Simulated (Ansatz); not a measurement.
# K on Ni(111): change of the work function, part 3 of 3

How does one ordered layer of K (fcc site) change the work function of Ni(111), and what dipole does each adsorbate carry?

Ansatz 0.2.0; plane-wave DFT, PBE, Ansatz PAW.

So far, work function, upper face (eV): step 2 (the clean slab) 5.07.

**3. Adsorbate added (continued)**

Projected DOS per atom, spin up over height of the atomic layer and energy from the Fermi level. Layers: Ni4 Ni4 Ni4 Ni4 K from below.

Ten even steps from '_' (0.00 states/eV) to '@' (2.12 states/eV), each cell a mean:
```
__________
__________
________::
________..
________..
++++****__
@@##**@@__
**++++++__
##====%%__
%%##**%%__
==++++==__
--------__
::====::__
..----..__
__::::____
__....____
__________
__________
__________
__________
__________
__________
```
Columns: height of the atomic layer (Å) from 9 to 17.8 (not evenly spaced); rows upwards: energy from the Fermi level (eV) from -7.96 to 1.95.

Projected DOS per atom, spin down over height of the atomic layer and energy from the Fermi level. Layers: Ni4 Ni4 Ni4 Ni4 K from below.

Ten even steps from '_' (0.00 states/eV) to '@' (1.88 states/eV), each cell a mean:
```
........__
________..
..........
--==----::
%%%%##%%..
%%****%%__
**++++++__
@@####@@..
##****%%__
--====--__
--====--__
::====::__
..----::__
..::::..__
__....____
__________
__________
__________
__________
__________
__________
__________
```
Columns: height of the atomic layer (Å) from 9 to 17.8 (not evenly spaced); rows upwards: energy from the Fermi level (eV) from -7.96 to 1.95.

Site moment by atom:

```
atom  site moment (μB)
 Ni1             0.697
 Ni2             0.712
 Ni3             0.692
 Ni4             0.598
 Ni5             0.697
 Ni6             0.710
 Ni7             0.692
 Ni8             0.598
 Ni9             0.697
Ni10             0.710
Ni11             0.692
Ni12             0.598
Ni13             0.695
Ni14             0.710
Ni15             0.690
Ni16             0.626
 K17            -0.007
```

Spin density in the ca plane at fractional y = 0.167, with atoms of Ni and K within 0.2 Å of it.

Ten even steps from '0' (0.0 e/Å³) to '9' (2.2 e/Å³), each cell a mean:
```
00000000000000000000000000000000000000000000
00000000000000000000000000000000000000000000
00000001000000000000000000000000000000000000
00000027300000000000000000000000000000000000
00000028400000000000000000000000000000000000
00000001000000000000000000000000000000000000
00000000000000000000000000000000000000000000
00000000000000000000000000000000000000000000
00000000000000000000000000000000000000000000
00000013100000000000000000000000000000000000
00000039500000000000000000000000000000000000
00000014200000000000000000000000000000000000
00000000000000000000000000000000000000000000
```
Columns run along c (16.0 Å, from fractional 0.31 to 0.90 of the cell), rows up along a (5.0 Å). Atoms in or near the plane, at fractional coordinates: Ni at (0.41, 0.17), Ni at (0.41, 0.67), K at (0.66, 0.17).

ELF of down spins in the ca plane at fractional y = 0.167, with atoms of Ni and K within 0.2 Å of it. It is the smooth field of the valence electrons, not physical close to the nuclei.

Ten even steps from '0' (0.00) to '9' (0.86), each cell a mean:
```
22222322232222222222221014652000012211000000
22222222222222222222222100000000122211000000
22223223222222222222233210000001222211000000
33332246522333222333443321000112332211000000
33332246522333322333443321100122332211000000
22223223322322222222233210000011232211000000
22222222222222222222222100000000122211000000
22222322232222222222222013542000022211000000
22222222223222222222221159996300012211000000
32233234422322222223331399999510012211000000
44442257522333322334431498799620012211000000
33333245422332222223331399999610012211000000
22222222223222222222221169997300012211000000
```
Columns run along c (16.0 Å, from fractional 0.31 to 0.90 of the cell), rows up along a (5.0 Å). Atoms in or near the plane, at fractional coordinates: Ni at (0.41, 0.17), Ni at (0.41, 0.67), K at (0.66, 0.17).

Electrostatic potential energy in the ca plane at fractional y = 0.167, with atoms of Ni and K within 0.2 Å of it. With pseudopotentials it is smooth inside the atoms' cores, unlike the true potential.

Ten even steps from '0' (-45 eV) to '9' (7 eV), each cell a mean:
```
74479998999854688645899998889999999999999999
75579988899855789756899999999999999999999999
98889731379988899888999999999999999999999999
99999500038999999999999999999999999999999999
99999500038999999999999999999999999999999999
98899731269988999888999999999999999999999999
75579987799865799756899999999999999999999999
74479998999854688645899998889999999999999999
86689865689876899867899986568999999999999999
98899610158998999999999851026899999999999999
99999400038999999999999830005899999999999999
99999600048999999999999841016899999999999999
87789864589877899877999975458999999999999999
```
Columns run along c (16.0 Å, from fractional 0.31 to 0.90 of the cell; values clipped at the 3rd and 97th percentile), rows up along a (5.0 Å). Atoms in or near the plane, at fractional coordinates: Ni at (0.41, 0.17), Ni at (0.41, 0.67), K at (0.66, 0.17).

The relaxation took 4 steps and lowered the energy by 0.065 eV; the largest force on the free atoms ends at 0.010 eV/Å.

By hand: a sheet of dipoles makes a step −p/(ε₀A) in the electron's potential. With e/ε₀ = 180.95 V·Å, p = 0.3636 e·Å and A = 21.46 Å², that is −180.95 × (0.3636) / 21.46 = -3.066 eV, and the two vacuum levels of the run differ by -3.066 eV.

The covered face has 2.01 eV, -3.07 eV against the clean one; the bare back face has moved by -0.01 eV, a measure of how thin the slab is.

**4. Work function against coverage**

This step: plane-wave DFT, PBE, Ansatz PAW; work function against coverage (Ansatz 0.2.0).

The runs are now put side by side.

Numbers from this step:

| Quantity | Value |
| --- | --- |
| work function of the clean face | 5.072 eV |
| largest change of the work function | -3.067 eV |

The work function of the covered face by coverage:

```
coverage (adsorbates/nm²)  work function of the covered face (eV)
                     0.00                                    5.07
                     4.66                                    2.01
```

The dipole per adsorbate comes from the change of the cell's dipole. Coverage, by row:

```
coverage (1/nm²)  coverage (ML)  work function (eV)  change (eV)  dipole per adsorbate, positive end outwards (debye)  mean height of the added atoms over the highest substrate atom (Å)
            4.66           0.25               2.005       -3.067                                                1.741                                                               2.716
```

**5. What came out**

```yaml
work_function_of_the_clean_face: 5.07 eV
work_function_at_0p25_ml: 2.01 eV
dipole_per_adsorbate_at_0p25_ml_positive_end_outwards: 1.74 D
```

K lowers the work function of Ni(111) at the lowest coverage, by 3.07 eV: the adsorbate layer has its positive end outwards. One coverage alone was completed, so no trend follows. The slab has 4 layers, at the tabulated experimental lattice constant, one starting site was run, and quantum-size effects of a slab this thin can reach one or two tenths of an eV. The magnetic order is the one reached from the typed start; other orders were not compared.

[Long decimals in the printed logs are rounded to 6 places.]

[Logs are printed without paths, hosts, clocks, repeated set-up lines and the standing remarks that a program may print on its own settings, such as how far it seeks lower states.]

[Hosts, paths, dates, database ids (printed as entryN), source tags and the programs' standing remarks are cut or masked in the printed files.]

[Maps of the electrostatic potential energy from Ansatz leave out the sawtooth potential of an applied field or a dipole correction, so their vacuum need not be flat; planar profiles and work functions include it.]
